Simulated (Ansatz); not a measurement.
# ESR parameters of Ba3Mn2O8, part 2 of 2

Aim: the g tensor that the resonance of Ba3Mn2O8 should show and the anisotropy of its spins, with the hyperfine coupling at the magnetic ion. Measured values stand at the end.

Ansatz; PBEsol+U Mn 4 eV.

So far. Step 2 (Ground state and spin-orbit pass): The direction energies per ion, fitted to a tensor and divided by S(S − 1/2), give D = +0.864 cm⁻¹ (+25.9 GHz).

**3. The ladder**

No level is known beforehand to be right for these quantities, so the functional, U, numerical settings and the positions are varied. All functionals run on PAW datasets made for PBE.

Times are on 4 threads of Arm Neoverse V2, shared host.

```csv
run,mesh,time,moment (μB),g₁,g₂,g₃,D (MHz),A_iso ⁵⁵Mn (MHz),A_iso ¹³⁷Ba (MHz)
PBEsol+U Mn 4 eV,3×3×3,82 s,2.00,1.9781,1.9781,1.9799,25911,-119.0,34.8
PBEsol,3×3×3,80 s,2.00,1.9725,1.9725,1.9731,29256,-114.1,45.5
LDA,3×3×3,27 s,2.00,1.9685,1.9685,1.9687,33524,-108.1,48.1
PBEsol+U Mn 2 eV,3×3×3,80 s,2.00,1.9751,1.9751,1.9761,24851,-116.3,40.5
PBEsol+U Mn 6 eV,3×3×3,79 s,2.00,1.9807,1.9807,1.9835,34874,-122.9,27.2
r2SCAN,3×3×3,48 s,2.00,1.9832,1.9832,1.9844,14676,-82.7,34.7
"PBEsol+U Mn 4 eV, relaxed positions",3×3×3,76 s,2.00,1.9781,1.9781,1.9798,24659,-119.0,34.5
"PBEsol+U Mn 4 eV, coarser mesh",2×2×2,72 s,2.00,1.9776,1.9776,1.9792,28554,-116.7,29.9
"PBEsol+U Mn 4 eV, finer mesh",5×5×5,1.8 min,2.00,1.9779,1.9779,1.9797,25762,-118.9,34.9
"PBEsol+U Mn 4 eV, 50 % more empty bands",3×3×3,81 s,2.00,1.9779,1.9779,1.9796,26256,-119.0,34.8
"PBEsol+U Mn 4 eV, cutoff 750 eV",3×3×3,95 s,2.00,1.9781,1.9781,1.9799,25917,-119.0,34.8
"PBEsol+U Mn 4 eV, cutoff 350 eV",3×3×3,75 s,2.00,1.9781,1.9781,1.9799,25713,-119.1,34.7
"PBEsol+U Mn 4 eV, smearing 0.05 eV",3×3×3,78 s,2.00,1.9781,1.9781,1.9799,25911,-119.0,34.8
LDA+U Mn 4 eV,3×3×3,27 s,2.00,1.9750,1.9750,1.9767,27496,-113.4,37.4
HSE06,2×2×2,53 s,2.00,-,-,-,-,-128.1,27.8
```

**4. A poor choice and what it does**

One setting is now spoilt on purpose, to see whether the program objects and how far the results move.

input.yaml reads:

```yaml
crystal:
  lattice:
    - [2.855364, 1.648545174, 7.1479433333]
    - [-2.855364, 1.648545174, 7.1479433333]
    - [0.0, -3.2970903481, 7.1479433333]
  atoms:
    - { symbol: Ba, position: [0.79308, 0.79308, 0.79308] }
    - { symbol: Ba, position: [0.20692, 0.20692, 0.20692] }
    - { symbol: Ba, position: [0.0, 0.0, 0.0] }
    - { symbol: Mn, position: [0.59292, 0.59292, 0.59292], spin: 2.0 }
    - { symbol: Mn, position: [0.40708, 0.40708, 0.40708], spin: 2.0 }
    - { symbol: O, position: [0.67086, 0.67086, 0.67086] }
    - { symbol: O, position: [0.32914, 0.32914, 0.32914] }
    - { symbol: O, position: [0.27287, 0.75812, 0.27287] }
    - { symbol: O, position: [0.27287, 0.27287, 0.75812] }
    - { symbol: O, position: [0.75812, 0.27287, 0.27287] }
    - { symbol: O, position: [0.72713, 0.24188, 0.72713] }
    - { symbol: O, position: [0.24188, 0.72713, 0.72713] }
    - { symbol: O, position: [0.72713, 0.72713, 0.24188] }
magnetization:
  spin_polarized: true
kpoints:
  mp_grid: { grid: [3, 3, 3] }
scf:
  lower_state_search: "off"
  occupations: { method: fermi_dirac, width: 0.01 }
hamiltonian:
  xc: pbesol
  hubbard: [{ species: Mn, l: d, u_eff: 12 }]
output:
  efg:
    contact_densities: true
    quadrupole_moments_barn: { Ba: 0.236, Mn: 0.33, O: -0.02558 }
  forces: true
  eigenstates:
    nscf_kmesh: { grid: [3, 3, 3] }
    top_band: c78
    magnetocrystalline_anisotropy:
      directions: [[1, 0, 0], [0, 1, 0], [0, 0, 1], [1, 1, 0], [1, 0, 1], [0, 1, 1]]
```

Launch:

```sh
ansatz run input.yaml --threads 4 --pin off --max-ram 9216MiB --backend cpu --events-out ev --progress --plain --runs-dir out
```

The log of the run:

```text
[...]
Crystal: 13 atoms, lattice volume = 201.881 Å³
Basis set: ecut = 420 eV, 3947 PW (Γ), exchange–correlation on 108×108×108 points (8 copies of the dense FFT grid, shifted against one another)
Bands: 69, of which v1, the nominal top of the filled ones, is band 54 counted from 1 (53 counted from 0)
Symmetry: 12 space group operations
[...]
k-points: 6 of 27
[...]
Starting moments: Σ|m| = 4 μB on 2 of 13 sites
[...]
SCF iter   1: F=—  HF=-29800.817450 eV  |F-HF|=—  |Δ(HF+E_count)|=         —  Δρ=8.26e-2 (↑8.26e-2 ↓3.29e-2)  dr2=1.70e1  dr2_m=3.57e0  M=4.000 μB ∫|m|=7.181 μB  β_m=1.00  ethr=3.10e-3  ⟨swp⟩=7.1  Hψ=3412  notcnv=0  defer=8
[...]
atom   6  O     -0.00000000    -0.00000000     3.44604832
  atom   7  O      0.00000000     0.00000000    -3.44604832
  atom   8  O     -2.40792399     1.39021557     1.00670143
  atom   9  O     -0.00000000    -2.78043113     1.00670143
  atom  10  O      2.40792399     1.39021557     1.00670143
  atom  11  O      2.40792399    -1.39021557    -1.00670143
  atom  12  O     -2.40792399    -1.39021557    -1.00670143
  atom  13  O      0.00000000     2.78043113    -1.00670143
  max |Σ_I F_I| component: 8.88e-16 eV/Å
[...]
atom   2  Ba V_zz =    -2.171153   η = 0.0000   by run symmetry: allowed   C_q = -12.3896 MHz
[...]
atom   4  Mn V_zz =    +0.757693   η = 0.0000   by run symmetry: allowed   C_q = +6.0459 MHz
[...]
atom   5  Mn V_zz =    +0.757693   η = 0.0000   by run symmetry: allowed   C_q = +6.0459 MHz
[...]
--- Band table (eV; the first three rows and the last of 12) ---
[...]
Occupation matrices written to <dir>
[key lines of the parts left out:]
SCF converged after 18 iterations
Magnetization: 4.0000 μB (56.0000 up, 52.0000 down)
Free energy (F): -29802.365195 eV
Fermi energy:    8.169791 eV
```

The job ended after 77 s (4 threads of Arm Neoverse V2, shared host; peak memory 0.94 GiB).

The run ends with a warning (gradients without spin orbit), and it is unsound (U far beyond the range for this shell): g averages 1.9886 against 1.9787 and A_iso on Mn (atom 5) is -139.2 MHz against -119.0. The fix: keep U in the range that such shells show, a few eV.

**5. Comparison with measurements**

```csv
quantity,measured,calculated,run,agreement
mean of the principal g values,1.98 [1],1.979 (1.979 relaxed),PBEsol+U Mn 4 eV,106 % of the shift from 2.0023
```

[1] X-band ESR; “Singlet Ground State and Magnetization Plateaus in Ba3Mn2O8” (2001; arxiv:cond-mat/0102026). In a concentrated magnet the measured line also shifts with demagnetisation and short-range order, most at low temperature and high field.

**6. Summary of results**

```json
{"spin": "S = 1 on Mn (as for Mn⁵⁺ d²), 4 O at 1.67 to 1.71 Å", "g": "⊥ 1.9781, ∥ 1.9799", "D": "+0.864 cm⁻¹ (+25.9 GHz)", "A_iso on Mn, atom 4": "-119.0 MHz (⁵⁵Mn)", "A_iso on Ba, atom 3": "34.8 MHz (¹³⁷Ba), unsettled: 27.2 to 48.1 over the runs", "A_iso on Ba, atom 1": "14.3 MHz (¹³⁷Ba), unsettled: 5.4 to 25.9 over the runs", "A_iso on O, atom 8": "-0.9 MHz (¹⁷O), unsettled: -5.7 to 0.3 over the runs"}
```

As a paramagnet of local spins, Ba3Mn2O8 has S = 1 on each ion and g = ⊥ 1.9781, ∥ 1.9799, with D = +0.864 cm⁻¹ (+25.9 GHz) (PBEsol+U Mn 4 eV); the run puts the contact coupling on Mn at -119 MHz. Against experiment the mean of the principal g values is off by -0.001. The shift is negative: in a shell less than half full the orbital moment opposes the spin. D > 0: the spin prefers the plane across the main axis. The mean g shift is -0.030 at U = 0 eV, -0.027 at U = 2 eV, -0.024 at U = 4 eV and -0.021 at U = 6 eV. The changes tried in mesh, the number of bands, cutoff and smearing move g by 0.0006 at most. Over the first program's levels the principal g values move by up to 0.0157. The hybrid run has a coarser mesh, so its couplings may mix the effects of exchange and sampling. Over the levels D spans +0.49 cm⁻¹ (+14.7 GHz) to +1.16 cm⁻¹ (+34.9 GHz). Relaxing the positions moves the mean g by -0.0001 and D from 25911 to 24659 MHz. Orbital moments are counted in the atomic spheres alone. The contact coupling of a d ion comes from core polarisation, which the Ansatz runs underestimate, at times by more than half, by the functional and perhaps by the program's treatment of the core; the orbital part of the hyperfine coupling isn't included. Contact couplings are scalar-relativistic, without spin-orbit terms, which matters on the heavy nuclei. The parallel pattern is a device, not a claim about the crystal's order. In it the couplings also hold the fields sent by neighbouring ions, which cancel in part in other patterns, so they aren't those of a dilute ion. In a concentrated magnet the direction energies also hold anisotropic exchange, and the dipolar anisotropy, which can be as large as this, is left out, so the crystal's easy axis can differ.

Not shown: 4 runs that ended in an error and 1 run that was refused.

[Long decimals in the printed logs are rounded to 6 places.]

[Where a GPAW ground-state log is shown, its clock times and its lines on the Fermi level, the gap and the full list of levels were taken out.]

[Logs are printed without paths, hosts, clocks, repeated set-up lines and the standing remarks that a program may print on its own settings, such as how far it seeks lower states.]

[Hosts, paths, dates, database ids (printed as entryN), source tags and the programs' standing remarks are cut or masked in the printed files.]

[A later check with an all-electron program, on Mn²⁺ in one crystal, gave about the same coupling, so for Mn the shortfall against experiment is probably not the program's treatment of the core; other ions were not checked so.]
